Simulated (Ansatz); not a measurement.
# What H2Pb (model cell, started as rutile) distorts into, part 2 of 2

Wanted: the energy along a soft mode of H2Pb (model cell, started as rutile) and the structure at the end.

Ansatz 0.2.0; DFT PBEsol, scalar-relativistic, plane waves, PAW.

So far, highest frequency on the path or at a solved wavevector (cm⁻¹): step 2 (phonons on a q mesh) 1069. Also lowest frequency on the path (cm⁻¹): step 2 -773.

The structure was built from a prototype and need not be the compound's stable phase.

## 4. The mode frozen in, largest atomic shift 0.45 Å

The atoms are moved along the unstable eigenvector, the largest shift by 0.45 Å, with the cell fixed.

Input file input.yaml:

```yaml
crystal:
  lattice:
    - [4.9543492694, 0.0, 3.7593839155]
    - [4.9543492694, 0.0, -3.7593839155]
    - [0.0, 4.9543492694, 3.7593839155]
  atoms:
    - { symbol: Pb, position: [-3.70652e-05, 0.0, 3.70652e-05] }
    - { symbol: Pb, position: [0.5000370652, 0.5, -3.70652e-05] }
    - { symbol: Pb, position: [0.25, 0.2500945088, 0.5000945088] }
    - { symbol: Pb, position: [0.75, 0.7499054912, 0.4999054912] }
    - { symbol: H, position: [0.0587164236, 0.2554847013, 0.3164503893] }
    - { symbol: H, position: [0.4412835764, 0.8751668129, 0.3142011249] }
    - { symbol: H, position: [-0.060965688, 0.7445152987, 0.6857988751] }
    - { symbol: H, position: [0.560965688, 0.1248331871, 0.6835496107] }
    - { symbol: H, position: [0.5418568303, 0.2763365134, 0.1875418295] }
    - { symbol: H, position: [0.0887946839, 0.7236634866, 0.1818066563] }
    - { symbol: H, position: [0.9581431697, 0.2293986598, 0.8181933437] }
    - { symbol: H, position: [0.4112053161, 0.7706013402, 0.8124581705] }
kpoints:
  mp_grid: { grid: [6, 6, 6] }
hamiltonian:
  xc: pbesol
scf:
  occupations: { method: methfessel_paxton, width: 0.15 }
output:
  forces: true
  stress: true
  eigenvalues: true
```

The run is started by

```
ansatz run input.yaml --threads 8 --pin off --max-ram 14336MiB --backend cpu --events-out ev --progress --plain --runs-dir out
```

Numbers of over 12 decimals in the logs are rounded to 6 here.

The log of the run:

```text
[...]
Crystal: 12 atoms, lattice volume = 184.552 Å³
Basis set: ecut = 420 eV, 3649 PW (Γ), exchange–correlation on 90×90×90 points (8 copies of the dense FFT grid, shifted against one another)
Bands: 44, of which v1, the nominal top of the filled ones, is band 32 counted from 1 (31 counted from 0)
Symmetry: 4 space group operations
[...]
k-points: 46 of 216 (time reversal used)
[...]
k-point 0: bands = [... 28 lower, 2.7574, 2.8804, 4.6517, 5.8895, 7.0422, 7.9870, 9.3260, 9.4075, ... 8 higher]
  k-point 1: bands = [... 28 lower, 3.5100, 3.6670, 4.6723, 6.1113, 6.9074, 8.1434, 8.1731, 9.3689, ... 8 higher]
  k-point 2: bands = [... 28 lower, 4.4741, 4.6225, 4.8973, 6.1108, 6.9783, 7.0868, 8.4643, 9.0322, ... 8 higher]
  k-point 45: bands = [... 28 lower, 3.5139, 3.5307, 6.1627, 7.0159, 8.4567, 9.3529, 9.7960, 9.9400, ... 8 higher]
[key lines of the parts left out:]
SCF converged after 8 iterations
Free energy (F): -47139.859809 eV
Fermi energy:    6.844788 eV
P = ⅓ Tr σ = 1.7698 GPa (17.698 kbar)
```

Wall time 5.2 s (8 threads of Arm Neoverse V1, shared host); peak memory 0.74 GiB.

Numbers from this step:

| Item | Value |
| --- | --- |
| pressure | 1.770 GPa |
| energy from the undistorted cell | -26.08 meV/atom |

The energy, extrapolated to zero smearing, is -26.08 meV/atom against the undistorted cell.

The run ends at a pressure of 1.77 GPa, with forces up to 0.67 eV/Å.

## 5. Energy along the mode, all amplitudes (two of the runs are shown above)

An imaginary frequency means negative curvature, so the energy should fall and then rise again as anharmonic terms take over.

Numbers from this step:

| Property | Result |
| --- | --- |
| depth at the lowest point sampled | 26.08 meV/atom |
| largest atomic shift at that point | 0.45 Å |

Energy from the parent against largest atomic shift:

```
largest atomic shift (Å)  energy from the parent (meV/atom)
                   0.000                                  0
                   0.040                             -0.906
                   0.080                              -3.07
                   0.140                              -7.57
                   0.220                              -14.5
                   0.320                              -22.3
                   0.450                              -26.1
                   0.600                              -9.97
```

Displacement at unit largest shift by atom:

```csv
atom,x (Å),y (Å),z (Å),size
Pb1,0.00,0.00,0.00,0.00
Pb2,0.00,0.00,0.00,0.00
Pb3,0.00,0.00,0.00,0.00
Pb4,0.00,0.00,0.00,0.00
H5,-0.01,0.01,1.00,1.00
H6,0.01,-0.01,-1.00,1.00
H7,-0.01,0.01,-1.00,1.00
H8,0.01,-0.01,1.00,1.00
H9,0.03,0.03,-0.39,0.39
H10,-0.03,-0.03,0.39,0.39
H11,0.03,0.03,0.39,0.39
H12,-0.03,-0.03,-0.39,0.39
```

The lowest of the steps tried is at 0.45 Å, 26.1 meV/atom below the parent; the bottom of the well need not coincide with a step.

## 6. Relaxation from the frozen mode

Starting from the lowest point found, all atoms and the cell are let go, so that strain and other modes of the same symmetry can join in.

Edit input.yaml of step 4 so:

```diff
@@ -28 +28,6 @@
   eigenvalues: true
+relax:
+  adjacent_minimum: "off"
+  f_tol: 0.002
+  max_steps: 120
+  cell: { stress_tol: 0.03 }
```

The log of the run:

```text
[...]
Crystal: 12 atoms, lattice volume = 184.552 Å³
Basis set: ecut = 420 eV, 3649 PW (Γ), exchange–correlation on 90×90×90 points (8 copies of the dense FFT grid, shifted against one another)
Bands: 44, of which v1, the nominal top of the filled ones, is band 32 counted from 1 (31 counted from 0)
Symmetry: 4 space group operations
[...]
k-points: 46 of 216 (time reversal used)
[...]
SCF iter   1: F=—  HF=-47139.892918 eV  |F-HF|=—  |Δ(HF+E_count)|=         —  Δρ=8.11e-3  dr2=1.07e-1  ethr=1.77e-3  ⟨swp⟩=9.4  Hψ=10771  notcnv=0  defer=2
[...]
SCF iter   8: F=-47139.859809 eV  HF=-47139.859809 eV  |F-HF|=2.82e-9  |Δ(HF+E_count)|=   2.95e-8  S|Δr|=    0.00e0  Δρ=2.70e-6  dr2=1.61e-8  ethr=1.56e-10  ⟨swp⟩=11.9  Hψ=10032  notcnv=0
SCF 1 converged in 8 iterations: F = -47139.859809 eV  dr2 = 1.61e-8
[...]
relax step   1: F+E_penalty+E_count = -47139.85980872 eV  Δ(F+E_penalty+E_count) = +0.000e0 eV  max|allowed force component| = 4.721e-1 eV/Å  Δτ_max = 0.0000 Å  P = +1.770 GPa  Ω = 184.552 Å³  (8 SCF iters, dr2 threshold 1.00e-7 eV, accepted)
Crystal: 12 atoms, lattice volume = 193.249 Å³
Basis set: ecut = 420 eV, 3789 PW (Γ), exchange–correlation on 90×90×90 points (8 copies of the dense FFT grid, shifted against one another)
[...]
SCF iter   6: F=-47140.163799 eV  HF=-47140.163799 eV  |F-HF|=7.02e-8  |Δ(HF+E_count)|=   1.62e-6  S|Δr|=    0.00e0  Δρ=8.37e-6  dr2=1.75e-7  ethr=1.87e-9  ⟨swp⟩=8.8  Hψ=9605  notcnv=0
SCF 2 converged in 6 iterations: F = -47140.163799 eV  dr2 = 1.75e-7
[...]
relax step   2: F+E_penalty+E_count = -47140.16379891 eV  Δ(F+E_penalty+E_count) = -3.040e-1 eV  max|allowed force component| = 2.775e-1 eV/Å  Δτ_max = 0.1992 Å  P = -1.471 GPa  Ω = 193.249 Å³  energy of the carried Pulay correction = -4.421e-3 eV  (6 SCF iters, dr2 threshold 1.20e-6 eV, accepted)
Crystal: 12 atoms, lattice volume = 186.652 Å³
Basis set: ecut = 420 eV, 3713 PW (Γ), exchange–correlation on 90×90×90 points (8 copies of the dense FFT grid, shifted against one another)
[...]
SCF iter   6: F=-47140.304230 eV  HF=-47140.304230 eV  |F-HF|=5.98e-8  |Δ(HF+E_count)|=   2.32e-7  S|Δr|=    0.00e0  Δρ=5.70e-6  dr2=7.19e-8  ethr=1.87e-9  ⟨swp⟩=8.0  Hψ=8952  notcnv=0
SCF 3 converged in 6 iterations: F = -47140.304230 eV  dr2 = 7.19e-8
relax step   3: F+E_penalty+E_count = -47140.30422957 eV  Δ(F+E_penalty+E_count) = -1.404e-1 eV  max|allowed force component| = 2.918e-1 eV/Å  Δτ_max = 0.1578 Å  P = -0.957 GPa  Ω = 186.652 Å³  energy of the carried Pulay correction = -1.086e-3 eV  (6 SCF iters, dr2 threshold 1.20e-6 eV, accepted)
[...]
relax step   4: F+E_penalty+E_count = -47140.40605381 eV  Δ(F+E_penalty+E_count) = -1.018e-1 eV  max|allowed force component| = 4.265e-2 eV/Å  Δτ_max = 0.0727 Å  P = -0.011 GPa  Ω = 187.195 Å³  energy of the carried Pulay correction = -1.365e-3 eV  (5 SCF iters, dr2 threshold 1.20e-6 eV, accepted)
[...]
relax step   5: F+E_penalty+E_count = -47140.41423302 eV  Δ(F+E_penalty+E_count) = -8.179e-3 eV  max|allowed force component| = 5.615e-2 eV/Å  Δτ_max = 0.0533 Å  P = -0.438 GPa  Ω = 188.987 Å³  energy of the carried Pulay correction = -2.280e-3 eV  (5 SCF iters, dr2 threshold 2.26e-7 eV, accepted)
[...]
relax step   6: F+E_penalty+E_count = -47140.41865985 eV  Δ(F+E_penalty+E_count) = -4.427e-3 eV  max|allowed force component| = 5.392e-3 eV/Å  Δτ_max = 0.0091 Å  P = -0.029 GPa  Ω = 187.452 Å³  energy of the carried Pulay correction = -1.497e-3 eV  (5 SCF iters, dr2 threshold 8.60e-7 eV, accepted)
[...]
relax step   7: F+E_penalty+E_count = -47140.41885529 eV  Δ(F+E_penalty+E_count) = -1.954e-4 eV  max|allowed force component| = 1.107e-3 eV/Å  Δτ_max = 0.0023 Å  P = -0.009 GPa  Ω = 187.196 Å³  energy of the carried Pulay correction = -1.365e-3 eV  (5 SCF iters, dr2 threshold 3.44e-9 eV, accepted)
[...]
relax step   8: F+E_penalty+E_count = -47140.42219921 eV  Δ(F+E_penalty+E_count) = -3.344e-3 eV  max|allowed force component| = 1.024e-3 eV/Å  Δτ_max = 0.0000 Å  P = +0.002 GPa  Ω = 187.196 Å³  stress off target by 3.84e-2 GPa  SCF on the basis re-selected at this cell (its energy is not comparable with the rows above)  (5 SCF iters)
[...]
relax step   9: F+E_penalty+E_count = -47140.42225722 eV  Δ(F+E_penalty+E_count) = -5.801e-5 eV  max|allowed force component| = 1.650e-4 eV/Å  Δτ_max = 0.0014 Å  P = +0.001 GPa  Ω = 187.170 Å³  energy of the carried Pulay correction = +1.096e-5 eV  (5 SCF iters, dr2 threshold 3.68e-9 eV, accepted)
[...]
SCF iter   4: F=-47140.422255 eV  HF=-47140.422255 eV  |F-HF|=0.00e0  |Δ(HF+E_count)|=  6.26e-10  S|Δr|=    0.00e0  Δρ=6.19e-8  dr2=8.35e-12  ethr=1.00e-12  ⟨swp⟩=8.5  Hψ=9079  notcnv=0
SCF 10 converged in 4 iterations: F = -47140.422255 eV  dr2 = 8.35e-12
relax step  10: F+E_penalty+E_count = -47140.42225504 eV  Δ(F+E_penalty+E_count) = +2.179e-6 eV  max|allowed force component| = 1.667e-4 eV/Å  Δτ_max = 0.0000 Å  P = +0.001 GPa  Ω = 187.170 Å³  stress off target by 6.81e-3 GPa  SCF on the basis re-selected at this cell (its energy is not comparable with the rows above)  (4 SCF iters)
basis re-selected at this cell: Δ(F+E_penalty+E_count) = +2.179e-6 eV, ΔP = +0.000 GPa vs the last step (what re-selecting the basis moved, of the pressure what is left beyond the Pulay correction that the steps carried, after the strain that the cell walked since its last selection, with what the two solves' SCF thresholds leave and, on support functions, any second-order correction that the steps lacked; it is no m [...]
SCF converged after 4 iterations
[...]
Free energy (F): -47140.422255 eV
[...]
Internal energy: -47140.422319 eV  (E = F + TS)
E sigma→0 (E₀):  -47140.422271 eV
Entropy (-TS):   0.000064 eV (0.005 meV/atom)
Fermi energy:    6.036479 eV
Step filling:    the computed levels leave a gap of 0.6726 eV = 4.5 smearing widths at the electron count; against every level under it full and every level over it empty, smearing changes F+E_penalty+E_count by +5.93e-3 meV and its σ→0 estimate by -0.010 meV
[...]
--- Forces (eV/Å), atoms counted from 1 ---
  atom   1  Pb    -0.00000333     0.00000333    -0.00000000
  atom   2  Pb     0.00000333    -0.00000333     0.00000000
  atom   3  Pb     0.00016667     0.00016667     0.00000000
  atom   4  Pb    -0.00016667    -0.00016667     0.00000000
  atom   5  H      0.00009094     0.00005097    -0.00003101
  atom   6  H      0.00005097     0.00009094     0.00003101
  atom   7  H     -0.00005097    -0.00009094     0.00003101
  atom   8  H     -0.00009094    -0.00005097    -0.00003101
  atom   9  H     -0.00001480    -0.00002575     0.00013455
  atom  10  H      0.00002575     0.00001480    -0.00013455
  atom  11  H     -0.00002575    -0.00001480    -0.00013455
  atom  12  H      0.00001480     0.00002575     0.00013455
  max |Σ_I F_I| component: 5.63e-17 eV/Å
--- Stress (GPa, compression-positive) ---
       -0.002475       0.000445      -0.000000
        0.000445      -0.002475       0.000000
       -0.000000       0.000000       0.006813
  P = ⅓ Tr σ = 0.0006 GPa (0.006 kbar)
--- Band table (eV; the first three rows and the last of 46) ---
  k-point 0: bands = [... 28 lower, 2.6804, 2.6806, 3.2485, 5.0050, 6.3301, 8.4967, 9.3716, 9.5690, ... 8 higher]
  k-point 1: bands = [... 28 lower, 3.4478, 3.4929, 3.6450, 5.2823, 6.6201, 7.9136, 8.1315, 9.3100, ... 8 higher]
  k-point 2: bands = [... 28 lower, 3.8101, 4.6102, 4.6381, 5.4912, 6.9075, 7.0935, 7.5647, 8.4953, ... 8 higher]
  k-point 45: bands = [... 28 lower, 3.4910, 3.4913, 5.3536, 5.3538, 8.2968, 8.2971, 10.0156, 10.0157, ... 8 higher]
--- Relaxed structure (8 steps of the walk, 8 accepted, 2 SCFs on fresh bases) ---
  F+E_penalty+E_count = -47140.42225504 eV   max|allowed force component| = 1.667e-4 eV/Å   (the final SCF, on the basis selected at the relaxed cell)
  cell:  # Å, volume = 187.1705 Å³
    - [4.828368, 1.7828858881788627e-5, 4.014271]
    - [4.828368, 1.7828858881788627e-5, -4.014271]
    - [1.7828858881788627e-5, 4.828368, 4.014271]
  atoms:
    - { symbol: Pb, position: [-0.020836, -3.0762548952493957e-19, 0.020836] }
    - { symbol: Pb, position: [0.520836, 0.500000, -0.020836] }
    - { symbol: Pb, position: [0.250000, 0.270818, 0.520818] }
    - { symbol: Pb, position: [0.750000, 0.729182, 0.479182] }
    - { symbol: H, position: [0.048181, 0.234330, 0.344095] }
    - { symbol: H, position: [0.451819, 0.892276, 0.282511] }
    - { symbol: H, position: [-0.109765, 0.765670, 0.717489] }
    - { symbol: H, position: [0.609765, 0.107724, 0.655905] }
    - { symbol: H, position: [0.484333, 0.359770, 0.217478] }
    - { symbol: H, position: [0.142292, 0.640230, 0.155897] }
    - { symbol: H, position: [1.015667, 0.201810, 0.844103] }
    - { symbol: H, position: [0.357708, 0.798190, 0.782522] }
```

Elapsed: 57 s, on 8 threads; peak memory 0.84 GiB; 7.3 min of CPU time.

Relaxation path:

```
step  energy less that of the first step (eV)  largest force component (eV/Å)  pressure (GPa)  volume (Å³)
   1                                   0.0000                          0.4721            1.77       184.55
   2                                  -0.3040                          0.2775           -1.47       193.25
   3                                  -0.4444                          0.2918           -0.96       186.65
   4                                  -0.5462                          0.0426           -0.01       187.20
   5                                  -0.5544                          0.0561           -0.44       188.99
   6                                  -0.5589                          0.0054           -0.03       187.45
   7                                  -0.5590                          0.0011           -0.01       187.20
  8*                                  -0.5624                          0.0010            0.00       187.20
   9                                  -0.5624                          0.0002            0.00       187.17
 10*                                  -0.5624                          0.0002            0.00       187.17
```

Relaxation steps marked * repeat the geometry before them on a plane-wave basis chosen anew for their cell, so energy and pressure can jump there.

Forces are held to the 4 operations that the run works with; a distortion that breaks them can't arise in this run.

```
     cell as run  before   after  change
           a (Å)   6.219   6.279  +1.0 %
           b (Å)   6.219   6.279  +1.0 %
           c (Å)   6.219   6.279  +1.0 %
           α (°)  111.43  114.12  +2.4 %
           β (°)   68.57   65.88  -3.9 %
           γ (°)   74.38   79.48  +6.9 %
volume (Å³/atom)   15.38   15.60  +1.4 %
```

The atoms that moved most (Å, as changes of fractional coordinates times the final cell):

| atom | dx | dy | dz | length |
| --- | --- | --- | --- | --- |
| H11 | 0.145 | 0.125 | 0.446 | 0.485 |
| H12 | -0.125 | -0.145 | -0.446 | 0.485 |
| H10 | -0.145 | -0.125 | 0.446 | 0.485 |
| H9 | 0.125 | 0.145 | -0.446 | 0.485 |
| H7 | -0.133 | 0.153 | -0.154 | 0.255 |
| H8 | 0.153 | -0.133 | 0.154 | 0.255 |
| H5 | -0.153 | 0.133 | 0.154 | 0.255 |
| H6 | 0.133 | -0.153 | -0.154 | 0.255 |

The relaxed structure:

```cif
data_structure
_symmetry_space_group_name_H-M 'P 1'
_symmetry_Int_Tables_number 1
_cell_length_a 6.2791
_cell_length_b 6.2791
_cell_length_c 6.2791
_cell_angle_alpha 114.123
_cell_angle_beta 65.876
_cell_angle_gamma 79.480
_cell_volume 187.17
loop_
_atom_site_label
_atom_site_type_symbol
_atom_site_fract_x
_atom_site_fract_y
_atom_site_fract_z
_atom_site_occupancy
Pb1 Pb 0.97916 0.00000 0.02084 1
Pb2 Pb 0.52084 0.50000 0.97916 1
Pb3 Pb 0.25000 0.27082 0.52082 1
Pb4 Pb 0.75000 0.72918 0.47918 1
H5 H 0.04818 0.23433 0.34409 1
H6 H 0.45182 0.89228 0.28251 1
H7 H 0.89024 0.76567 0.71749 1
H8 H 0.60976 0.10772 0.65591 1
H9 H 0.48433 0.35977 0.21748 1
H10 H 0.14229 0.64023 0.15590 1
H11 H 0.01567 0.20181 0.84410 1
H12 H 0.35771 0.79819 0.78252 1
```

Numbers from this step:

```
pressure          : 6.21e-4 GPa
volume per atom   : 15.60 Å³
gap on the k-mesh : 0.6726 eV
```

The distorted start has space group I2_12_12_1; the relaxation ends in I-42d.

## 7. The phases reached

The phases reached along the modes that were followed are set side by side.

Energies are those of the first relaxation, on the mesh of the frozen mode; space group, volume and gap are those of the last relaxation. Phases, by row:

```
                   mode frozen in  space group  energy from parent (meV/atom)  volume (Å³/atom)  gap on mesh (eV)  lowest zone-centre optical mode (cm⁻¹)  largest shift (Å)
                           parent     P4_2/mnm                              0             15.38                 0                                       –                  –
      q = (0, 0, -0.5), 773i cm⁻¹         Cmcm                         -29.95             15.42                 0                                       –              0.517
      q = (0, 0, -0.5), 773i cm⁻¹     P4_12_12                         -88.64             15.98             1.051                                       –              0.865
      q = (0, 0, -0.5), 773i cm⁻¹     P4_32_12                         -88.64             15.98             1.051                                       –              0.865
q = (-0.5, -0.5, -0.5), 675i cm⁻¹         Imma                         -27.21             15.44                 0                                       –               0.51
q = (-0.5, -0.5, -0.5), 675i cm⁻¹        I-42d                         -72.95              15.6             0.672                                       –              0.668
q = (-0.5, -0.5, -0.5), 675i cm⁻¹        I-42d                         -72.95              15.6             0.673                                       –              0.668
```

## 8. Outcome

```
unstable mode of the parent                                                      : q = (-0.5, -0.5, -0.5), 675i cm⁻¹
depth at the lowest point sampled                                                : 26.1 meV/atom
largest atomic shift at that point                                               : 0.45 Å
space group reached (within 0.01 Å)                                              : I-42d
energy gained over the parent (first relaxation, on the mesh of the frozen mode) : 73.0 meV/atom
volume per atom, phase reached                                                   : 15.6 Å³
gap on the k-mesh, phase reached                                                 : 0.673 eV
```

What this shows: Along this mode the structure falls into I-42d, 73.0 meV/atom below the parent. At the parent's cell the well is 26.08 meV/atom deep on the steps tried, with its lowest point at a shift of 0.45 Å. Relaxing atoms and cell changes the gain by +46.87 meV/atom against the lowest step (energies at zero smearing). Most of the total comes from this relaxation. The modes of the phase reached were not computed on this path. Of the 6 patterns followed to their end from this parent, this one ends 15.7 meV/atom above the lowest, P4_32_12. Each path keeps the symmetry of its pattern, so a lower phase may lie along a pattern not tried. The q mesh stands for a supercell only 7.5 Å across, so branches between the solved wavevectors are rough. With no gap, or one that is small against the smearing, the frequencies hang on the k mesh and the smearing, most of all near Kohn anomalies. Spin-orbit coupling is left out, which can matter for the heavy elements here. The starting cell was built on a prototype and not taken from a measurement, so the phase need not exist.

[Logs are printed without paths, hosts, clocks, repeated set-up lines and the standing remarks that a program may print on its own settings, such as how far it seeks lower states.]

[Hosts, paths, dates, database ids (printed as entryN), source tags and the programs' standing remarks are cut or masked in the printed files.]
